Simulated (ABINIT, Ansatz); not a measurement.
Planning a run of ABINIT 10.8.3 on H6PbCBr3N (Pm). The input:

```
acell 3*1.0 Angstrom
rprim 
  6.038531000000 -0.000000000000 -0.000000000000
  -0.000000000000 6.059680000000 0.000000000000
  -0.007679000000 0.000000000000 6.128174000000
ntypat 5
znucl 1 82 6 35 7
natom 12
typat 1 1 1 1 1 1 2 3 4 4 4 5
xred 
  0.218258000000 0.862101000000 0.968190000000
  0.177786000000 0.000000000000 0.198636000000
  0.825095000000 0.851944000000 0.061619000000
  0.869341000000 0.000000000000 0.811715000000
  0.825095000000 0.148056000000 0.061619000000
  0.218258000000 0.137899000000 0.968190000000
  0.475266000000 0.500000000000 0.477994000000
  0.897311000000 0.000000000000 0.988520000000
  0.430028000000 0.500000000000 0.972748000000
  0.434852000000 0.000000000000 0.512708000000
  0.966538000000 0.500000000000 0.440736000000
  0.140606000000 0.000000000000 0.032465000000
pp_dirpath "pseudos"
pseudos "H.upf, Pb.upf, C.upf, Br.upf, N.upf"
ecut 37
ngkpt 2 2 2
nshiftk 1
shiftk 0 0 0
kptopt 1
chksymbreak 0
istwfk *1
occopt 1
irdwfk 1
optdriver 4
nband 165
gwcalctyp 0
ecutsigx 37
symsigma 1
nkptgw 2
kptgw 
  0.5000000000 0.5000000000 0.5000000000
  0.0000000000 0.0000000000 0.0000000000
bdgw 
  43 46
  43 46
ecuteps 3.6
irdscr 1
ppmodel 1
indata_prefix "in"
outdata_prefix "out"
tmpdata_prefix "tmp"
```

```sh
OMP_NUM_THREADS=1 mpirun -n 4 abinit run.abi > log
```

Q: How long will it take on 4 MPI ranks of Arm Neoverse V1, shared host, and how much memory?

It took 38 s; on shared hardware allow 19 s to 76 s. Peak host memory was 3.0 GiB.

[Paths, hosts, dates, memory and timing lines, banners, echoed tables and standing remarks are left out of the program output.]

[Logs are printed without paths, hosts, clocks, repeated set-up lines and the standing remarks that a program may print on its own settings, such as how far it seeks lower states.]

[Runs of the session that timed out or met a known fault of the program may be left out.]

[Hosts, paths, dates, database ids (printed as entryN), source tags and the programs' standing remarks are cut or masked in the printed files.]

[G0W0 gaps are taken among the corrected bands and points alone; a level outside them can change the order at an edge.]

[Where Ansatz stands beside ABINIT at settings called matched, ABINIT's density can come from a denser mesh and the files from another edition; pairs whose starting gaps differed by over 0.03 eV were left out, so agreement reads better than it is.]
